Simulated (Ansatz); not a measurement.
## Mg2C (model cell, started as cuprite): following an unstable mode

Which phase does Mg2C (model cell, started as cuprite) fall into along its unstable mode, and how much energy does it gain?

Main program and level: Ansatz 0.2.0; DFT PBE, scalar-relativistic, plane waves, PAW.

The structure was built from a prototype and need not be the compound's stable phase.

### Step 1. Starting point

Symmetry: Pn-3m, No. 224, cubic system. Conventional cell: a = 4.839 Å, b = 4.839 Å, c = 4.839 Å, α = 90.00°, β = 90.00°, γ = 90.00°. C has 4 Mg at 2.10 Å nearest. Mg has 2 C at 2.10 Å nearest. Farther neighbours are not listed.

Structure file:

```cif
data_structure
_symmetry_space_group_name_H-M 'Pn-3m:1'
_symmetry_Int_Tables_number 224
_cell_length_a 4.8390
_cell_length_b 4.8390
_cell_length_c 4.8390
_cell_angle_alpha 90.000
_cell_angle_beta 90.000
_cell_angle_gamma 90.000
_cell_volume 113.31
loop_
_atom_site_label
_atom_site_type_symbol
_atom_site_symmetry_multiplicity
_atom_site_Wyckoff_symbol
_atom_site_fract_x
_atom_site_fract_y
_atom_site_fract_z
_atom_site_occupancy
C1 C 2 a 0.00000 0.00000 0.00000 1
Mg1 Mg 4 b 0.25000 0.25000 0.25000 1
```

### Step 2. The dispersion

The cell comes from relaxations at this level that are not shown. Stability and thermal properties need the whole zone. Linear response on a 2×2×2 q mesh gives force constants as far as a supercell of that size would.

input.yaml reads:

```yaml
crystal:
  lattice:
    - [4.8390002607, 0.0, 0.0]
    - [0.0, 4.8390002607, 0.0]
    - [0.0, 0.0, 4.8390002607]
  atoms:
    - { symbol: C, position: [0.0, 0.0, 0.0] }
    - { symbol: C, position: [0.5, 0.5, 0.5] }
    - { symbol: Mg, position: [0.25, 0.25, 0.25] }
    - { symbol: Mg, position: [0.75, 0.75, 0.25] }
    - { symbol: Mg, position: [0.75, 0.25, 0.75] }
    - { symbol: Mg, position: [0.25, 0.75, 0.75] }
kpoints:
  mp_grid: { grid: [6, 6, 6] }
hamiltonian:
  xc: pbe
scf:
  occupations: { method: methfessel_paxton, width: 0.15 }
output:
  eigenvalues: true
phonons:
  method: dfpt
  qmesh: [2, 2, 2]
  temperatures: { t_max: 1000, t_step: 50 }
  qpath:
    path:
      - [[0.0, 0.0, 0.0], [0.0, 0.5, 0.0], [0.5, 0.5, 0.0], [0.0, 0.0, 0.0], [0.5, 0.5, 0.5], [0.0, 0.5, 0.0]]
      - [[0.5, 0.5, 0.5], [0.5, 0.5, 0.0]]
    npoints: 10
```

On the command line:

```console
ansatz run input.yaml --threads 8 --pin off --max-ram 14336MiB --backend cpu --events-out ev --progress --plain --runs-dir out
```

Numbers of over 12 decimals in the logs are rounded to 6 here.

Log:

```text
Warning: phonons: the dynamical matrix that this run interpolates holds no multipole term above the dipole-dipole one, and a site of this crystal is no centre of inversion, so its interpolated transverse optical and acoustic branches and sound speeds can stay off near Gamma, and the density of states and the thermodynamics with them. What a run solves at a wave vector of phonons.qpoints, Gamma apart, where the deck admits one, is free of this, and under fd what a larger phonons.supercell samples
Engine: ansatz 0.2.0, aarch64-unknown-linux-gnu
Pseudopotentials: kind: paw
Pseudopotential: C, paw, valence charge 4, recommended cutoff 420 eV (normal), C.paw.azcp
Pseudopotential: Mg, paw, valence charge 10, recommended cutoff 420 eV (normal), Mg.paw.azcp
Functional definition: PBE
  parameter kappa = 0.804
  parameter beta = 0.066725
  exchange = pbe_x(kappa = kappa, mu = beta*pi^2/3)
  correlation = pbe_c(beta = beta)
Crystal: 6 atoms, lattice volume = 113.310 Å³
Basis set: ecut = 420 eV, 2205 PW (Γ), exchange–correlation on 72×72×72 points (8 copies of the dense FFT grid, shifted against one another)
Bands: 30, of which v1, the nominal top of the filled ones, is band 24 counted from 1 (23 counted from 0)
Symmetry: 48 space group operations
k-points: 20 of 216
Non-local potential: C, projectors of the file, l = 0: 2, l = 1: 2, l = 2: 1
Non-local potential: Mg, projectors of the file, l = 0: 3, l = 1: 2, l = 2: 1
PAW form: soft (Blöchl's): semilocal exchange-correlation on the pseudo side does not see the compensation charge
PAW one-centre angular grid: C, 110 points (default); XC on 64 Gauss nodes
PAW one-centre angular grid: Mg, 110 points (default); XC on 64 Gauss nodes
Initial density: superposition of atomic densities (neutral atoms: chi_scale 0, normalization atom), corrected by the library's trained network
Initial wavefunctions: pseudopotential atomic-orbital guess
Functional: x = pbe(κ = 0.804, μ = 0.219515), c = pbe(β = 0.066725)
SCF iter   1: F=—  HF=-8193.225032 eV  |F-HF|=—  |Δ(HF+E_count)|=         —  Δρ=3.14e-3  dr2=2.16e-2  ethr=1.77e-3  ⟨swp⟩=5.9  Hψ=2698  notcnv=0
preconditioner: auto → Resta (q_TF=auto, 2.364 Å⁻¹)  ε∞=5.3  [insulator: Δε(μ)=0.747 eV  Ē_g=6.692 eV  σ=0.150 eV  W_gap=0.58  n_scr=26 (ndim 8)  ℏωp=14.0 eV  f_vac=0.000  D(μ)=0.52/eV (n_scr^D=0)  ε∞_Penn≈5.3]
SCF iter   2: F=—  HF=-8193.222003 eV  |F-HF|=—  |Δ(HF+E_count)|=   3.03e-3  S|Δr|=    0.00e0  Δρ=1.29e-3  dr2=3.86e-3  ethr=4.50e-5  ⟨swp⟩=1.2  Hψ=781  notcnv=0  defer=1
SCF iter   3: F=—  HF=-8193.221439 eV  |F-HF|=—  |Δ(HF+E_count)|=   5.65e-4  S|Δr|=    0.00e0  Δρ=2.35e-4  dr2=7.76e-5  ethr=8.04e-6  ⟨swp⟩=2.0  Hψ=700  notcnv=0  defer=1
SCF iter   4: F=—  HF=-8193.221426 eV  |F-HF|=—  |Δ(HF+E_count)|=   1.24e-5  S|Δr|=    0.00e0  Δρ=4.09e-5  dr2=2.46e-6  ethr=1.62e-7  ⟨swp⟩=2.0  Hψ=694  notcnv=0  defer=1
SCF iter   5: F=—  HF=-8193.221426 eV  |F-HF|=—  |Δ(HF+E_count)|=   2.20e-7  S|Δr|=    0.00e0  Δρ=8.17e-6  dr2=5.86e-8  ethr=5.12e-9  ⟨swp⟩=2.0  Hψ=683  notcnv=0  defer=1
SCF iter   6: F=—  HF=-8193.221426 eV  |F-HF|=—  |Δ(HF+E_count)|=   6.70e-8  S|Δr|=    0.00e0  Δρ=1.36e-6  dr2=1.66e-9  ethr=1.22e-10  ⟨swp⟩=2.0  Hψ=726  notcnv=0  defer=1
SCF iter   7: F=—  HF=-8193.221426 eV  |F-HF|=—  |Δ(HF+E_count)|=   1.53e-9  S|Δr|=    0.00e0  Δρ=5.39e-7  dr2=1.60e-10  ethr=3.46e-12  ⟨swp⟩=2.0  Hψ=1047  notcnv=0  defer=1
SCF iter   8: F=—  HF=-8193.221426 eV  |F-HF|=—  |Δ(HF+E_count)|=  5.46e-12  S|Δr|=    0.00e0  Δρ=1.05e-7  dr2=1.02e-11  ethr=1.00e-12  ⟨swp⟩=2.0  Hψ=930  notcnv=0  defer=1
SCF iter   9: F=-8193.221426 eV  HF=-8193.221426 eV  |F-HF|=1.82e-12  |Δ(HF+E_count)|=  1.09e-11  S|Δr|=    0.00e0  Δρ=1.51e-8  dr2=1.52e-13  ethr=1.00e-12  ⟨swp⟩=8.8  Hψ=2723  notcnv=0
SCF 1 converged in 9 iterations: F = -8193.221426 eV  dr2 = 1.52e-13
  greatest PAW one-centre occupation: 1.000 electrons in one spin orbital (limit 2), on the Mg atom at site 5 (counted from 0), in its partial waves of l = 0
Initial density: read from a saved state, or passed on in memory by an earlier SCF of this step, an earlier step, the calling program or the single point that the run made first
iter 1 solved again at ethr=2.28e-9 eV; its pass at ethr=3.10e-3 eV (dr2=1.09e-6 eV) is discarded
SCF iter   1: F=—  HF=-8193.221426 eV  |F-HF|=—  |Δ(HF+E_count)|=         —  Δρ=1.26e-7  dr2=1.62e-11  ethr=2.28e-9  ⟨swp⟩=4.1  Hψ=4597  notcnv=0
preconditioner: auto → Resta (q_TF=auto, 2.364 Å⁻¹)  ε∞=5.4  [insulator: Δε(μ)=0.734 eV  Ē_g=6.662 eV  σ=0.150 eV  W_gap=0.58  n_scr=26 (ndim 8)  ℏωp=14.0 eV  f_vac=0.000  D(μ)=0.51/eV (n_scr^D=0)  ε∞_Penn≈5.4]
SCF iter   2: F=-8193.221426 eV  HF=-8193.221426 eV  |F-HF|=3.64e-12  |Δ(HF+E_count)|=   6.86e-8  S|Δr|=    0.00e0  Δρ=6.01e-8  dr2=4.20e-12  ethr=1.00e-12  ⟨swp⟩=3.4  Hψ=2285  notcnv=0
SCF 2 converged in 2 iterations: F = -8193.221426 eV  dr2 = 4.20e-12
k-points: 40 of 216 (irreducible under 8 space group operations, time reversal used)
iter 1 solved again at ethr=6.98e-10 eV; its pass at ethr=3.10e-3 eV (dr2=3.35e-7 eV) is discarded
SCF iter   1: F=—  HF=-8193.222385 eV  |F-HF|=—  |Δ(HF+E_count)|=         —  Δρ=1.24e-5  dr2=3.40e-7  ethr=6.98e-10  ⟨swp⟩=4.0  Hψ=8575  notcnv=0  defer=154
preconditioner: auto → Resta (q_TF=auto, 2.364 Å⁻¹)  ε∞=5.4  [insulator: Δε(μ)=0.000 eV  Ē_g=6.665 eV  n_scr=26 (ndim 8)  ℏωp=14.0 eV  f_vac=0.000  ε∞_Penn≈5.4]
SCF iter   2: F=—  HF=-8193.222385 eV  |F-HF|=—  |Δ(HF+E_count)|=   7.04e-8  Δρ=2.02e-6  dr2=3.00e-9  ethr=6.98e-10  ⟨swp⟩=2.0  Hψ=1432  notcnv=0  defer=154
SCF iter   3: F=—  HF=-8193.222385 eV  |F-HF|=—  |Δ(HF+E_count)|=   1.31e-9  Δρ=1.05e-6  dr2=1.19e-9  ethr=1.00e-12  ⟨swp⟩=8.3  Hψ=4341  notcnv=0
SCF iter   4: F=—  HF=-8193.222385 eV  |F-HF|=—  |Δ(HF+E_count)|=  1.27e-10  Δρ=3.88e-7  dr2=1.81e-10  ethr=2.48e-12  ⟨swp⟩=1.1  Hψ=1130  notcnv=0
SCF iter   5: F=-8193.222385 eV  HF=-8193.222385 eV  |F-HF|=3.64e-12  |Δ(HF+E_count)|=  9.09e-12  Δρ=7.15e-8  dr2=8.06e-12  ethr=1.00e-12  ⟨swp⟩=2.0  Hψ=2321  notcnv=0
WARN: a fill by count may have filled part of one level: at k-index 0 the highest filled band, 4.425089 eV, and the lowest empty band, 4.425089 eV, stand 8.882e-16 eV apart, within the solve's uncertainty, 1.000e-5 eV. If they are one level, whatever splits it, however little, can move the result. A smearing (`scf.occupations.method` with a `width`) well over the split that the run's distortions make, where the deck  [...]
SCF 3 converged in 5 iterations: F = -8193.222385 eV  dr2 = 8.06e-12
  greatest PAW one-centre occupation: 1.000 electrons in one spin orbital (limit 2), on the Mg atom at site 4 (counted from 0), in its partial waves of l = 0
NSCF: frozen V_eff on 26 k-points
phonons: the run's symmetry doesn't show that the Born effective charges vanish, and it interpolates frequencies without the dipole-dipole term. In a polar insulator or semiconductor they then lack LO-TO splitting, and the branches near Gamma, sound speeds, density of states, thermodynamics and thermal conductivity can be off. Where the input admits it, phonons.dielectric: true or phonons.non_analytic_term supplies t [...]
NSCF: frozen V_eff on 20 k-points
NSCF: frozen V_eff on 68 k-points
DFPT response loops at q = (0, 0, 0) (fractional): preconditioner auto → Kerker (q_TF=auto, 2.364 Å⁻¹) (partly filled bands, converged f_vac=0.000); β = 1.00, the filter's whole step (`scf.mixing.beta` (0.50) is not read by the response loops under this deck's `scf.mixing.preconditioner`; to damp them name `kerker` or `kerker_dos`, under which they read `scf.mixing.beta`, and type it under 1.00, their step now; both keys bind the ground state too); Broyden in place of MSR1
NSCF: frozen V_eff on 224 k-points
DFPT response loops at q = (0, 0, -0.5) (fractional): mixed as the last ones told, above
NSCF: frozen V_eff on 224 k-points
DFPT response loops at q = (0, -0.5, -0.5) (fractional): mixed as the last ones told, above
NSCF: frozen V_eff on 136 k-points
DFPT response loops at q = (-0.5, -0.5, -0.5) (fractional): mixed as the last ones told, above
SCF converged after 9 iterations
Stability not checked: this state was not tested for a lower state beside it, because cold or Methfessel-Paxton smearing, or corrected tetrahedra, fill the levels in a way that the test cannot read (fill_not_monotonic; see scf.lower_state_search)
Free energy (F): -8193.221426 eV
Harris-Foulkes:  -8193.221426 eV  (|F-HF|=1.82e-12)
Internal energy: -8193.224469 eV  (E = F + TS)
E sigma→0 (E₀):  -8193.222187 eV
Entropy (-TS):   0.003043 eV (0.507 meV/atom)
Fermi energy:    4.438640 eV
Step filling:    the computed levels leave a gap of 0.0000 eV = 0.0 smearing widths at the electron count; against every level under it full and every level over it empty, smearing changes F+E_penalty+E_count by +0.959 meV and its σ→0 estimate by +0.198 meV
--- Per-component energies (eV) ---
  E_band       = -1431.435189
  E_kinetic    = 469.480663
  E_local      = -6912.312260  (includes V_loc(G=0)·N_el)
  E_nonlocal   = 436.608117
  E_hartree    = 2479.757765
  E_xc         = -208.859476
  E_vxc        = -264.411146  (∫ρ·V_xc dr)
  E_paw        = -1365.040582  (= ΣΔE_a)
  E_vpaw       = -120.316066  (= ΣTr[D̂ρ^β])
  E_aug_tail   = -0.000023  (compensation charges beyond the density's cutoff)
  E_ewald      = -3092.858673
  E_smearing   = 0.003043  (= −TS)
  E_closure    = -0.000000  (closes the sum)
  Σ components = -8193.221426   (vs F -8193.221426, Δ=0.00e0)
--- Band table (eV; the first three rows and the last of 20) ---
  k-point 0: bands = [... 20 lower, 2.7626, 3.7169, 4.4248, 4.4248, 4.4248, 5.2066, 5.2066, 10.8813, ... 2 higher]
  k-point 1: bands = [... 20 lower, 2.8711, 3.0440, 4.3227, 4.3227, 5.1589, 5.3703, 5.9322, 9.3099, ... 2 higher]
  k-point 2: bands = [... 20 lower, 3.1737, 3.1737, 4.0258, 4.0258, 5.8619, 6.1107, 6.9723, 7.8327, ... 2 higher]
  k-point 19: bands = [... 20 lower, 2.2150, 2.2828, 2.2828, 2.2828, 8.3439, 8.3439, 8.3439, 8.3877, ... 2 higher]
--- Phonons (Γ-DFPT): 2 representative perturbations + reference (Σ response iterations 6) ---
  ASR residual: 1.288e-5 → 0.000e0 eV/Å²; symmetrization residual: 4.607e-7 eV/Å²
  ASR residual per site (eV/Å²): 5.35e-6 5.35e-6 1.29e-5 1.29e-5 1.29e-5 1.29e-5
  Γ frequencies (cm⁻¹): -54.63 -54.63 -54.63 0.00 0.00 0.00 144.07 144.07 144.07 246.41 246.41 424.11 483.79 483.79 483.79 608.26 608.26 608.26
--- Phonons (arbitrary-q DFPT): 4 irreducible q on the 2×2×2 mesh ---
  q = [0.0000, 0.0000, 0.0000] (star 1, of the zone-centre solve; hermiticity 9.59e-8, symmetrization 8.30e-13): -54.63 -54.63 -54.63 -0.00 0.00 0.00 144.07 144.07 144.07 246.41 246.41 424.11 483.79 483.79 483.79 608.26 608.26 608.26
  q = [0.0000, 0.0000, -0.5000] (star 3, 4 solved perturbations in 284 linear systems a pass and spin channel, the states on 112 of 216 k-point pairs; hermiticity 1.10e-7, symmetrization 3.94e-13): 68.39 68.39 103.27 103.27 146.36 146.36 152.49 152.49 198.79 198.79 258.03 258.03 468.86 468.86 603.33 603.33 613.71 613.71
  q = [0.0000, -0.5000, -0.5000] (star 3, 4 solved perturbations in 284 linear systems a pass and spin channel, the states on 112 of 216 k-point pairs; hermiticity 9.61e-8, symmetrization 1.99e-13): -30.87 -30.87 56.46 56.46 127.36 127.36 173.62 173.62 176.63 176.63 282.75 282.75 511.14 511.14 572.31 572.31 613.12 613.12
  q = [-0.5000, -0.5000, -0.5000] (star 1, 2 solved perturbations in 108 linear systems a pass and spin channel, the states on 68 of 216 k-point pairs; hermiticity 1.15e-7, symmetrization 1.46e-13): -32.40 -32.40 82.97 82.97 82.97 85.05 85.05 85.05 232.33 232.33 232.33 430.83 485.13 485.13 485.13 626.13 626.13 626.13
  sum rule: each row above includes the acoustic sum rule's correction from the zone centre's row sums; it moved no ω² by more than (0.39 cm⁻¹)²
  mesh force constants: q→R imaginary residual 1.98e-17; ASR residual 1.288e-5 → 0.000e0 eV/Å²; symmetrization residual 9.770e-15 eV/Å²
  interpolated dispersion: 62 rows × 18 modes
  density of states and harmonic sums: on the 14×14×14 q-mesh, interpolated from the force constants of a 2×2×2 supercell (no non-analytic term)
  largest difference from the sums on the solved wave vectors: F 3.29e-1 eV, S 4.46e-4 and C_V 1.18e-4 eV/K
  zero-point energy: 0.315808 eV/cell   skipped modes (ω ≤ 0): 64, of them read as no rigid motion or as one in doubt: 61 (3.874e-1 modes/cell left out, lowest -54.63 cm⁻¹)   left out of the sums: 2.16e-2 of the cell's modes: C_V's classical limit lies that fraction below 3 k_B per atom; for a crystal, a wire or a layer, F and S can be off by more, and a phonons.interpolated_qmesh denser along its periods is the remedy for the sampling
```

The job ended after 45 s (8 threads of Arm Neoverse V1, shared host; peak memory 1.2 GiB).

This step gave:

| Property | Result |
| --- | --- |
| volume per atom | 18.88 Å³ |
| gap on the k-mesh | 0 eV |
| sum-rule residual before enforcement | 1.29e-5 eV/Å² |
| lowest frequency on the path | -54.63 cm⁻¹ |
| point group | m-3m |
| highest frequency on the path or at a solved wavevector | 626.1 cm⁻¹ |
| highest optical mode at the zone centre (no LO-TO term) | 608.3 cm⁻¹ |
| lowest optical zone-centre mode | -54.63 cm⁻¹ |
| lowest mode on the q mesh (acoustic modes at Γ apart) | -54.63 cm⁻¹ |

Frequencies (cm⁻¹) solved at each irreducible wavevector; negative means imaginary. Frequencies by wavevector, by row:

| q in reciprocal lattice units | star | mode 1 | mode 2 | mode 3 | mode 4 | mode 16 | mode 17 | mode 18 |
| --- | --- | --- | --- | --- | --- | --- | --- | --- |
| 0 0 0 | 1 | -54.6 | -54.6 | -54.6 | 0 | 608.3 | 608.3 | 608.3 |
| 0 0 -0.5 | 3 | 68.4 | 68.4 | 103.3 | 103.3 | 603.3 | 613.7 | 613.7 |
| 0 -0.5 -0.5 | 3 | -30.9 | -30.9 | 56.5 | 56.5 | 572.3 | 613.1 | 613.1 |
| -0.5 -0.5 -0.5 | 1 | -32.4 | -32.4 | 83 | 83 | 626.1 | 626.1 | 626.1 |

Interpolated from a 2×2×2 q mesh. The phonon branches at the labelled points (cm⁻¹):

| point | branch 1 | branch 2 | branch 3 | branch 4 | branch 15 | branch 16 | branch 17 | branch 18 |
| --- | --- | --- | --- | --- | --- | --- | --- | --- |
| Γ | -55 | -55 | -55 | 0 | 484 | 608 | 608 | 608 |
| halfway | 35 | 35 | 67 | 83 | 551 | 611 | 611 | 612 |
| X | 68 | 68 | 103 | 103 | 603 | 603 | 614 | 614 |
| halfway | 56 | 56 | 93 | 93 | 588 | 588 | 615 | 615 |
| M | -31 | -31 | 56 | 56 | 572 | 572 | 613 | 613 |
| halfway | -38 | 56 | 67 | 99 | 552 | 606 | 613 | 614 |
| Γ | -55 | -55 | -55 | 0 | 484 | 608 | 608 | 608 |
| halfway | 38 | 38 | 79 | 79 | 558 | 601 | 616 | 616 |
| R | -32 | -32 | 83 | 83 | 485 | 626 | 626 | 626 |
| halfway | 56 | 74 | 80 | 88 | 560 | 599 | 618 | 619 |
| X | 68 | 68 | 103 | 103 | 603 | 603 | 614 | 614 |
| jump to R | -32 | -32 | 83 | 83 | 485 | 626 | 626 | 626 |
| halfway | 14 | 58 | 58 | 78 | 525 | 610 | 620 | 620 |
| M | -31 | -31 | 56 | 56 | 572 | 572 | 613 | 613 |

Symmetry leaves 4 wavevectors to solve. The lowest mode among them, the acoustic zeros apart, lies at Γ and is imaginary, 54.6i cm⁻¹, so the energy falls along it.

### Step 3. The mode frozen in, largest atomic shift 0 Å

The mode followed lies at Γ with frequency 54.6i cm⁻¹ and is 3-fold degenerate, the softest among the wavevectors solved. At small amplitude the distorted cell has space group no. 39 by a symmetry search on the positions. The undistorted cell that holds it gives the zero of energy on the same k mesh.

input.yaml, the sections that differ from step 2:

```yaml
output:
  forces: true
  stress: true
  eigenvalues: true
# crystal, kpoints, hamiltonian, scf: as in step 2
# phonons: removed
```

Log:

```text
[...]
Crystal: 6 atoms, lattice volume = 113.310 Å³
Basis set: ecut = 420 eV, 2205 PW (Γ), exchange–correlation on 72×72×72 points (8 copies of the dense FFT grid, shifted against one another)
Bands: 30, of which v1, the nominal top of the filled ones, is band 24 counted from 1 (23 counted from 0)
Symmetry: 48 space group operations
[...]
k-points: 20 of 216
[...]
k-point 0: bands = [... 20 lower, 2.7626, 3.7169, 4.4248, 4.4248, 4.4248, 5.2066, 5.2066, 10.8813, ... 2 higher]
  k-point 1: bands = [... 20 lower, 2.8711, 3.0441, 4.3227, 4.3227, 5.1589, 5.3703, 5.9322, 9.3099, ... 2 higher]
  k-point 2: bands = [... 20 lower, 3.1737, 3.1737, 4.0258, 4.0258, 5.8619, 6.1107, 6.9723, 7.8327, ... 2 higher]
  k-point 19: bands = [... 20 lower, 2.2151, 2.2828, 2.2828, 2.2828, 8.3439, 8.3439, 8.3439, 8.3877, ... 2 higher]
[key lines of the parts left out:]
SCF converged after 5 iterations
Free energy (F): -8193.221426 eV
Fermi energy:    4.438649 eV
P = ⅓ Tr σ = 0.0037 GPa (0.037 kbar)
```

Run time: 0.64 s. Hardware: 8 threads; peak memory 0.45 GiB.

Numbers from this step:

```yaml
pressure: 0.003682 GPa
energy_from_the_undistorted_cell: 0 meV/atom
```

The run ends at a pressure of 0.00 GPa.

### Step 4. The mode frozen in, largest atomic shift 0.14 Å

The atoms are moved along the unstable eigenvector, the largest shift by 0.14 Å, with the cell fixed.

input.yaml, the sections that differ from step 3:

```yaml
crystal:
  lattice:
    - [4.8390002607, 0.0, 0.0]
    - [0.0, 4.8390002607, 0.0]
    - [0.0, 0.0, 4.8390002607]
  atoms:
    - { symbol: C, position: [0.0204577276, 0.0, 0.0204577276] }
    - { symbol: C, position: [0.5204577276, 0.5, 0.5204577276] }
    - { symbol: Mg, position: [0.2566601237, 0.2734300095, 0.2566601237] }
    - { symbol: Mg, position: [0.7332301142, 0.75, 0.2332301142] }
    - { symbol: Mg, position: [0.7566601237, 0.2265699905, 0.7566601237] }
    - { symbol: Mg, position: [0.2332301142, 0.75, 0.7332301142] }
# kpoints, hamiltonian, scf, output: as in step 3
```

Log:

```text
[...]
Crystal: 6 atoms, lattice volume = 113.310 Å³
Basis set: ecut = 420 eV, 2205 PW (Γ), exchange–correlation on 72×72×72 points (8 copies of the dense FFT grid, shifted against one another)
Bands: 30, of which v1, the nominal top of the filled ones, is band 24 counted from 1 (23 counted from 0)
Symmetry: 4 space group operations
[...]
k-points: 52 of 216 (time reversal used)
[...]
k-point 0: bands = [... 20 lower, 2.7891, 3.7171, 4.4234, 4.4500, 4.4516, 5.1883, 5.2174, 10.8201, ... 2 higher]
  k-point 1: bands = [... 20 lower, 2.8711, 3.0539, 4.3330, 4.3451, 5.1741, 5.3739, 5.9313, 9.3110, ... 2 higher]
  k-point 2: bands = [... 20 lower, 3.1713, 3.1821, 4.0377, 4.0483, 5.8663, 6.1299, 6.9896, 7.8370, ... 2 higher]
  k-point 51: bands = [... 20 lower, 2.2182, 2.2972, 2.3010, 2.3257, 8.3436, 8.3520, 8.3770, 8.3913, ... 2 higher]
[key lines of the parts left out:]
SCF converged after 6 iterations
Free energy (F): -8193.226692 eV
Fermi energy:    4.454124 eV
P = ⅓ Tr σ = -0.6418 GPa (-6.418 kbar)
```

Elapsed: 2 s, on 8 threads; peak memory 0.48 GiB.

Numbers from this step:

```yaml
pressure: -0.6418 GPa
energy_from_the_undistorted_cell: -0.885 meV/atom
```

The energy, extrapolated to zero smearing, is -0.89 meV/atom against the undistorted cell.

The run ends at a pressure of -0.64 GPa, with forces up to 0.13 eV/Å.

(Continued in part 2 of 3.)

[Logs are printed without paths, hosts, clocks, repeated set-up lines and the standing remarks that a program may print on its own settings, such as how far it seeks lower states.]

[Hosts, paths, dates, database ids (printed as entryN), source tags and the programs' standing remarks are cut or masked in the printed files.]
